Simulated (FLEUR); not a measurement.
# Collinear magnetic orders of AlNi3 with FLEUR, part 2 of 2

Wanted: the moments of AlNi3 and the energy of each order that was tried.

FLEUR MaX-R8.1; PBE; all-electron FLAPW, Dirac cores, scalar-relativistic bands.

So far, largest spin moment in the muffin-tin sphere (μB): step 2 (run 1 (ferro +++)) 0.253.

**6. Order 5, typed as antiferro q=(0,0,1/2) +--++-**

The cell is doubled to 8 atoms to hold this order. The mesh is halved along the doubled vector, so that both cells sample the same points. The k list default-1 (kpts.xml, not shown) is a Γ-centred 10×10×5 mesh.

The input, inp.xml:

```
<?xml version="1.0" encoding="UTF-8" standalone="no"?>
<fleurInput fleurInputVersion="0.39">
   <comment>
      AlNi3
   </comment>
   <calculationSetup>
      <cutoffs Kmax="4.14" Gmax="12.4" GmaxXC="12.4" numbands="0"/>
      <scfLoop itmax="90" minDistance="0.00002" maxIterBroyd="15" imix="Anderson" alpha="0.05" precondParam="0.0" spinf="2.0" sdNocoIR="T"/>
      <coreElectrons ctail="T" frcor="F" kcrel="0" coretail_lmax="0"/>
      <xcFunctional name="pbe" relativisticCorrections="F"/>
      <magnetism jspins="2"/>
      <soc l_soc="F" theta="0.0" phi="0.0" spav="F"/>
      <expertModes spex="0" secvar="F"/>
      <geometryOptimization l_f="F" forcealpha="1.0" forcemix="BFGS" epsdisp="0.00001" epsforce="0.00001"/>
      <ldaU l_linMix="F" mixParam="0.05" spinf="1.0"/>
   </calculationSetup>
   <cell>
      <bzIntegration valenceElectrons="114.0" mode="hist" fermiSmearingEnergy="0.00183747">
         <kPointListSelection listName="default-1"/>
         <xi:include xmlns:xi="http://www.w3.org/2001/XInclude" href="kpts.xml"> </xi:include>
      </bzIntegration>
      <xi:include xmlns:xi="http://www.w3.org/2001/XInclude" href="sym.xml"> </xi:include>
      <bulkLattice scale="1.0">
         <bravaisMatrix>
            <row-1>    6.6576085554405022     0.0000000000000000     0.0000000000000000</row-1>
            <row-2>    0.0000000000000000     6.6576085554405022     0.0000000000000000</row-2>
            <row-3>    0.0000000000000000     0.0000000000000000    13.3152171108810045</row-3>
         </bravaisMatrix>
      </bulkLattice>
   </cell>
   <atomSpecies>
      <species name="Aluminum (Al)" element="Al" atomicNumber="13">
         <mtSphere radius="1.81" gridPoints="599" logIncrement="0.019"/>
         <atomicCutoffs lmax="8" lnonsphr="6"/>
         <electronConfig flipSpins="F">
            <coreConfig>(1s1/2) (2s1/2) (2p1/2) (2p3/2)</coreConfig>
            <valenceConfig>(3s1/2) (3p1/2) (3p3/2)</valenceConfig>
            <stateOccupation state="(3p1/2)" spinUp="0.166667" spinDown="0.166667"/>
            <stateOccupation state="(3p3/2)" spinUp="0.333333" spinDown="0.333333"/>
         </electronConfig>
         <energyParameters s="3" p="3" d="3" f="4"/>
      </species>
      <species name="Nickel (Ni1.001" element="Ni" atomicNumber="28">
         <mtSphere radius="2.29" gridPoints="757" logIncrement="0.016"/>
         <atomicCutoffs lmax="8" lnonsphr="6"/>
         <electronConfig flipSpins="F">
            <coreConfig>(1s1/2) (2s1/2) (2p1/2) (2p3/2)</coreConfig>
            <valenceConfig>(3s1/2) (3p1/2) (3p3/2) (4s1/2) (3d3/2) (3d5/2)</valenceConfig>
            <stateOccupation state="(3d3/2)" spinUp="1.6" spinDown="1.6"/>
            <stateOccupation state="(3d5/2)" spinUp="2.9005" spinDown="1.8995"/>
         </electronConfig>
         <energyParameters s="4" p="4" d="3" f="4"/>
         <lo type="SCLO" l="0" n="3" eDeriv="0"/>
         <lo type="SCLO" l="1" n="3" eDeriv="0"/>
      </species>
      <species name="Nickel (Ni-1.001" element="Ni" atomicNumber="28">
         <mtSphere radius="2.29" gridPoints="757" logIncrement="0.016"/>
         <atomicCutoffs lmax="8" lnonsphr="6"/>
         <electronConfig flipSpins="F">
            <coreConfig>(1s1/2) (2s1/2) (2p1/2) (2p3/2)</coreConfig>
            <valenceConfig>(3s1/2) (3p1/2) (3p3/2) (4s1/2) (3d3/2) (3d5/2)</valenceConfig>
            <stateOccupation state="(3d3/2)" spinUp="1.6" spinDown="1.6"/>
            <stateOccupation state="(3d5/2)" spinUp="1.8995" spinDown="2.9005"/>
         </electronConfig>
         <energyParameters s="4" p="4" d="3" f="4"/>
         <lo type="SCLO" l="0" n="3" eDeriv="0"/>
         <lo type="SCLO" l="1" n="3" eDeriv="0"/>
      </species>
   </atomSpecies>
   <atomGroups>
      <atomGroup species="Aluminum (Al)">
         <relPos label="                   1">.0000000000 .0000000000 .0000000000</relPos>
         <force calculate="T" relaxXYZ="TTT"/>
      </atomGroup>
      <atomGroup species="Aluminum (Al)">
         <relPos label="                   2">.0000000000 .0000000000 1.000/2.000</relPos>
         <force calculate="T" relaxXYZ="TTT"/>
      </atomGroup>
      <atomGroup species="Nickel (Ni1.001">
         <relPos label="                   3">.0000000000 1.000/2.000 1.000/4.000</relPos>
         <relPos label="                   6">1.000/2.000 .0000000000 -1.000/4.000</relPos>
         <force calculate="T" relaxXYZ="TTT"/>
      </atomGroup>
      <atomGroup species="Nickel (Ni-1.001">
         <relPos label="                   4">.0000000000 1.000/2.000 -1.000/4.000</relPos>
         <relPos label="                   5">1.000/2.000 .0000000000 1.000/4.000</relPos>
         <force calculate="T" relaxXYZ="TTT"/>
      </atomGroup>
      <atomGroup species="Nickel (Ni1.001">
         <relPos label="                   7">1.000/2.000 1.000/2.000 .0000000000</relPos>
         <force calculate="T" relaxXYZ="TTT"/>
      </atomGroup>
      <atomGroup species="Nickel (Ni-1.001">
         <relPos label="                   8">1.000/2.000 1.000/2.000 1.000/2.000</relPos>
         <force calculate="T" relaxXYZ="TTT"/>
      </atomGroup>
   </atomGroups>
   <output dos="F" band="F" slice="F">
      <bandDOS minEnergy="-.5*Htr" maxEnergy="0.5*Htr" sigma="0.015" storeEVData="T"/>
      <plotting iplot="0" polar="F">
         <plot TwoD="T" vec1="  1.0  0.0  0.0" vec2="  0.0  1.0  0.0" vec3="  0.0  0.0  1.0" zero="  0.0  0.0  0.0" file="plot"/>
      </plotting>
      <moessbauerParams electricFieldGradient="F" isomerShift="F" coreHyperfine="F" valenceHyperfine="F"/>
   </output>
</fleurInput>
```

The input, crystal.txt:

```
AlNi3
&input film=F cartesian=F /
3.52305472670  0.00000000000  0.00000000000
0.00000000000  3.52305472670  0.00000000000
0.00000000000  0.00000000000  7.04610945340
1.8897261246
1.0 1.0 1.0

8
13 0.00000000000  0.00000000000  0.00000000000
13 0.00000000000  0.00000000000  0.50000000000
28 0.00000000000  0.50000000000  0.25000000000 : 1.001
28 0.00000000000  0.50000000000  0.75000000000 : -1.001
28 0.50000000000  0.00000000000  0.25000000000 : -1.001
28 0.50000000000  0.00000000000  0.75000000000 : 1.001
28 0.50000000000  0.50000000000  0.00000000000 : 1.001
28 0.50000000000  0.50000000000  0.50000000000 : -1.001

&kpt div1=10 div2=10 div3=5 gamma=T /
```

The run is started by

```bash
$ OMP_NUM_THREADS=1 inpgen -f crystal.txt > inpgen.log  # inp.xml is then edited as shown
$ OMP_NUM_THREADS=1 mpirun -n 4 fleur_MPI > fleur.log
```

Wall time 20 min (4 MPI ranks of Intel Xeon Platinum 8259CL at 2.50GHz (Skylake/Cascade Lake), shared host); peak memory 0.6 GiB.

This step gave:

```yaml
free_energy: -261522.3528 eV
program_s_band_gap_on_this_mesh_in_a_metal_only_a_level_spacing: 6.80e-9 eV
final_state: non-magnetic
```

It lies 3.20 meV a seeded atom over the first start.

**7. Start 6: ferri ++-**

The k list default-1 (kpts.xml, not shown) is a Γ-centred 10×10×10 mesh.

Changes to inp.xml since step 6:

```diff
@@ -17,3 +17,3 @@
    <cell>
-      <bzIntegration valenceElectrons="114.0" mode="hist" fermiSmearingEnergy="0.00183747">
+      <bzIntegration valenceElectrons="57.0" mode="hist" fermiSmearingEnergy="0.00183747">
          <kPointListSelection listName="default-1"/>
@@ -26,3 +26,3 @@
             <row-2>    0.0000000000000000     6.6576085554405022     0.0000000000000000</row-2>
-            <row-3>    0.0000000000000000     0.0000000000000000    13.3152171108810045</row-3>
+            <row-3>    0.0000000000000000     0.0000000000000000     6.6576085554405022</row-3>
          </bravaisMatrix>
@@ -74,9 +74,5 @@
       </atomGroup>
-      <atomGroup species="Aluminum (Al)">
-         <relPos label="                   2">.0000000000 .0000000000 1.000/2.000</relPos>
-         <force calculate="T" relaxXYZ="TTT"/>
-      </atomGroup>
       <atomGroup species="Nickel (Ni1.001">
-         <relPos label="                   3">.0000000000 1.000/2.000 1.000/4.000</relPos>
-         <relPos label="                   6">1.000/2.000 .0000000000 -1.000/4.000</relPos>
+         <relPos label="                   2">.0000000000 1.000/2.000 1.000/2.000</relPos>
+         <relPos label="                   3">1.000/2.000 .0000000000 1.000/2.000</relPos>
          <force calculate="T" relaxXYZ="TTT"/>
@@ -84,12 +80,3 @@
       <atomGroup species="Nickel (Ni-1.001">
-         <relPos label="                   4">.0000000000 1.000/2.000 -1.000/4.000</relPos>
-         <relPos label="                   5">1.000/2.000 .0000000000 1.000/4.000</relPos>
-         <force calculate="T" relaxXYZ="TTT"/>
-      </atomGroup>
-      <atomGroup species="Nickel (Ni1.001">
-         <relPos label="                   7">1.000/2.000 1.000/2.000 .0000000000</relPos>
-         <force calculate="T" relaxXYZ="TTT"/>
-      </atomGroup>
-      <atomGroup species="Nickel (Ni-1.001">
-         <relPos label="                   8">1.000/2.000 1.000/2.000 1.000/2.000</relPos>
+         <relPos label="                   4">1.000/2.000 1.000/2.000 .0000000000</relPos>
          <force calculate="T" relaxXYZ="TTT"/>
```

The input, crystal.txt:

```
AlNi3
&input film=F cartesian=F /
3.52305472670  0.00000000000  0.00000000000
0.00000000000  3.52305472670  0.00000000000
0.00000000000  0.00000000000  3.52305472670
1.8897261246
1.0 1.0 1.0

4
13 0.00000000000  0.00000000000  0.00000000000
28 0.00000000000  0.50000000000  0.50000000000 : 1.001
28 0.50000000000  0.00000000000  0.50000000000 : 1.001
28 0.50000000000  0.50000000000  0.00000000000 : -1.001

&kpt div1=10 div2=10 div3=10 gamma=T /
```

Run time: 4.6 min. Hardware: 4 MPI ranks; peak memory 0.32 GiB; 18 min of CPU time.

Numbers from this step:

| Item | Value |
| --- | --- |
| free energy | -130761.1860 eV |
| program's band gap on this mesh (in a metal only a level spacing) | 2.75e-8 eV |
| magnetization | 0.6909 μB |
| final state | ferromagnetic |
| largest moment | 0.2528 μB |

The typed pattern was not kept: a seeded moment turned or collapsed.

It lies level with the first start, and its largest moment is 0.253 μB against 0.253 μB.

**8. Ranking**

Free energies are divided by the number of seeded atoms, so that cells of unlike size compare. Wavevectors q in the names are fractions of the primitive cell's reciprocal vectors.

Orders:

| start | final state | typed order kept | energy over the lowest (meV a seeded atom) | largest sphere moment (μB) | net moment (μB a primitive cell) | mesh matched | CPU time (s) |
| --- | --- | --- | --- | --- | --- | --- | --- |
| ferro +++ | ferromagnetic | yes | 1.38e-4 | 0.2528 | 0.6909 | yes | 353.2 |
| antiferro q=(0,0,1/2) +--++- | non-magnetic | no | 3.202 | 0 | 0 | yes | 4803 |
| ferri ++- | ferromagnetic | no | 0 | 0.2528 | 0.6909 | yes | 1105 |

**9. Spin–orbit coupling, moments along [001]**

Spin–orbit coupling ties the spins to the lattice and lets orbital moments form.

A new self-consistent run of the start ferri ++-, with the moments along z.

The input, inp.xml:

```
<?xml version="1.0" encoding="UTF-8" standalone="no"?>
<fleurInput fleurInputVersion="0.39">
   <comment>
      AlNi3
   </comment>
   <calculationSetup>
      <cutoffs Kmax="4.14" Gmax="12.4" GmaxXC="12.4" numbands="137"/>
      <scfLoop itmax="90" minDistance="0.00002" maxIterBroyd="15" imix="Anderson" alpha="0.05" precondParam="0.0" spinf="2.0" sdNocoIR="T"/>
      <coreElectrons ctail="T" frcor="F" kcrel="0" coretail_lmax="0"/>
      <xcFunctional name="pbe" relativisticCorrections="F"/>
      <magnetism jspins="2"/>
      <soc l_soc="T" theta="0.0" phi="0.0" spav="F"/>
      <expertModes spex="0" secvar="F"/>
      <geometryOptimization l_f="F" forcealpha="1.0" forcemix="BFGS" epsdisp="0.00001" epsforce="0.00001"/>
      <ldaU l_linMix="F" mixParam="0.05" spinf="1.0"/>
   </calculationSetup>
   <cell>
      <bzIntegration valenceElectrons="57.0" mode="hist" fermiSmearingEnergy="0.00183747">
         <kPointListSelection listName="default-1"/>
         <xi:include xmlns:xi="http://www.w3.org/2001/XInclude" href="kpts.xml"> </xi:include>
      </bzIntegration>
      <xi:include xmlns:xi="http://www.w3.org/2001/XInclude" href="sym.xml"> </xi:include>
      <bulkLattice scale="1.0">
         <bravaisMatrix>
            <row-1>    6.6576085554405022     0.0000000000000000     0.0000000000000000</row-1>
            <row-2>    0.0000000000000000     6.6576085554405022     0.0000000000000000</row-2>
            <row-3>    0.0000000000000000     0.0000000000000000     6.6576085554405022</row-3>
         </bravaisMatrix>
      </bulkLattice>
   </cell>
   <atomSpecies>
      <species name="Aluminum (Al)" element="Al" atomicNumber="13">
         <mtSphere radius="1.81" gridPoints="599" logIncrement="0.019"/>
         <atomicCutoffs lmax="8" lnonsphr="6"/>
         <electronConfig flipSpins="F">
            <coreConfig>(1s1/2) (2s1/2) (2p1/2) (2p3/2)</coreConfig>
            <valenceConfig>(3s1/2) (3p1/2) (3p3/2)</valenceConfig>
            <stateOccupation state="(3p1/2)" spinUp="0.166667" spinDown="0.166667"/>
            <stateOccupation state="(3p3/2)" spinUp="0.333333" spinDown="0.333333"/>
         </electronConfig>
         <energyParameters s="3" p="3" d="3" f="4"/>
      </species>
      <species name="Nickel (Ni1.001" element="Ni" atomicNumber="28">
         <mtSphere radius="2.29" gridPoints="757" logIncrement="0.016"/>
         <atomicCutoffs lmax="8" lnonsphr="6"/>
         <electronConfig flipSpins="F">
            <coreConfig>(1s1/2) (2s1/2) (2p1/2) (2p3/2)</coreConfig>
            <valenceConfig>(3s1/2) (3p1/2) (3p3/2) (4s1/2) (3d3/2) (3d5/2)</valenceConfig>
            <stateOccupation state="(3d3/2)" spinUp="1.6" spinDown="1.6"/>
            <stateOccupation state="(3d5/2)" spinUp="2.9005" spinDown="1.8995"/>
         </electronConfig>
         <energyParameters s="4" p="4" d="3" f="4"/>
         <lo type="SCLO" l="0" n="3" eDeriv="0"/>
         <lo type="SCLO" l="1" n="3" eDeriv="0"/>
      </species>
      <species name="Nickel (Ni-1.001" element="Ni" atomicNumber="28">
         <mtSphere radius="2.29" gridPoints="757" logIncrement="0.016"/>
         <atomicCutoffs lmax="8" lnonsphr="6"/>
         <electronConfig flipSpins="F">
            <coreConfig>(1s1/2) (2s1/2) (2p1/2) (2p3/2)</coreConfig>
            <valenceConfig>(3s1/2) (3p1/2) (3p3/2) (4s1/2) (3d3/2) (3d5/2)</valenceConfig>
            <stateOccupation state="(3d3/2)" spinUp="1.6" spinDown="1.6"/>
            <stateOccupation state="(3d5/2)" spinUp="1.8995" spinDown="2.9005"/>
         </electronConfig>
         <energyParameters s="4" p="4" d="3" f="4"/>
         <lo type="SCLO" l="0" n="3" eDeriv="0"/>
         <lo type="SCLO" l="1" n="3" eDeriv="0"/>
      </species>
   </atomSpecies>
   <atomGroups>
      <atomGroup species="Aluminum (Al)">
         <relPos label="                   1">.0000000000 .0000000000 .0000000000</relPos>
         <force calculate="T" relaxXYZ="TTT"/>
      </atomGroup>
      <atomGroup species="Nickel (Ni1.001">
         <relPos label="                   2">.0000000000 1.000/2.000 1.000/2.000</relPos>
         <relPos label="                   3">1.000/2.000 .0000000000 1.000/2.000</relPos>
         <force calculate="T" relaxXYZ="TTT"/>
      </atomGroup>
      <atomGroup species="Nickel (Ni-1.001">
         <relPos label="                   4">1.000/2.000 1.000/2.000 .0000000000</relPos>
         <force calculate="T" relaxXYZ="TTT"/>
      </atomGroup>
   </atomGroups>
   <output dos="F" band="F" slice="F">
      <bandDOS minEnergy="-.5*Htr" maxEnergy="0.5*Htr" sigma="0.015" storeEVData="T"/>
      <plotting iplot="0" polar="F">
         <plot TwoD="T" vec1="  1.0  0.0  0.0" vec2="  0.0  1.0  0.0" vec3="  0.0  0.0  1.0" zero="  0.0  0.0  0.0" file="plot"/>
      </plotting>
      <moessbauerParams electricFieldGradient="F" isomerShift="F" coreHyperfine="F" valenceHyperfine="F"/>
   </output>
</fleurInput>
```

The input, crystal.txt:

```
AlNi3
&input film=F cartesian=F /
3.52305472670  0.00000000000  0.00000000000
0.00000000000  3.52305472670  0.00000000000
0.00000000000  0.00000000000  3.52305472670
1.8897261246
1.0 1.0 1.0

4
13 0.00000000000  0.00000000000  0.00000000000
28 0.00000000000  0.50000000000  0.50000000000 : 1.001
28 0.50000000000  0.00000000000  0.50000000000 : 1.001
28 0.50000000000  0.50000000000  0.00000000000 : -1.001

&soc 0.0000000 0.0000000 /
&kpt div1=10 div2=10 div3=10 gamma=T /
```

The job ended after 22 min (4 MPI ranks; peak memory 0.87 GiB).

Spin moment in the muffin-tin sphere by atom:

| atom | spin moment in the muffin-tin sphere (μB) |
| --- | --- |
| Al1 | -0.008 |
| Ni2 | 0.248 |
| Ni3 | 0.248 |
| Ni4 | 0.248 |

Numbers from this step:

```yaml
free_energy: -130761.2555 eV
program_s_band_gap_on_this_mesh_in_a_metal_only_a_level_spacing: 0 eV
magnetization: 0.6787 μB
final_state: ferromagnetic
orbital_moment_along_the_spin: 0.01529 μB
```

The typed pattern was not kept: a seeded moment turned or collapsed.

Orbital moment in the sphere, along the spin axis by atom:

| atom | orbital moment in the sphere, along the spin axis (μB) |
| --- | --- |
| Al1 | 0.0000 |
| Ni2 | 0.0150 |
| Ni3 | 0.0150 |
| Ni4 | 0.0153 |

**10. Outcome**

- lowest state found: ferromagnetic (typed ferri ++-)
- largest site spin moment: 0.253 μB
- next finished state: non-magnetic, 3.20 meV a seeded atom higher
- orbital moment on the atom of largest spin, along its spin (spin–orbit run): 0.0153 μB

**Reading.** The lowest state found is ferromagnetic, reached from the start ferri ++-, with moments up to 0.253 μB. 3 starts gave no converged result and are missing from the ranking; a lower order may hide there. 2 starts left the typed pattern (a sign turned, or a seeded moment died or shrank under 0.15 μB), so such an energy belongs to the state reached, not the one typed. On the atom of largest spin the orbital moment is almost quenched. This is the lowest of 3 finished starts, no proof of the ground state. Core electrons leak out of the spheres (0.029 e), which costs some accuracy.

[Logs and program files are shortened in this print: banners, set-up blocks, solver, clock and traceback lines can be left out without a mark of their own.]

[Logs are printed without paths, hosts, clocks, repeated set-up lines and the standing remarks that a program may print on its own settings, such as how far it seeks lower states.]

[Hosts, paths, dates, database ids (printed as entryN), source tags and the programs' standing remarks are cut or masked in the printed files.]

[Where a cell is said to come from a database of computed structures, the database is the Materials Project.]
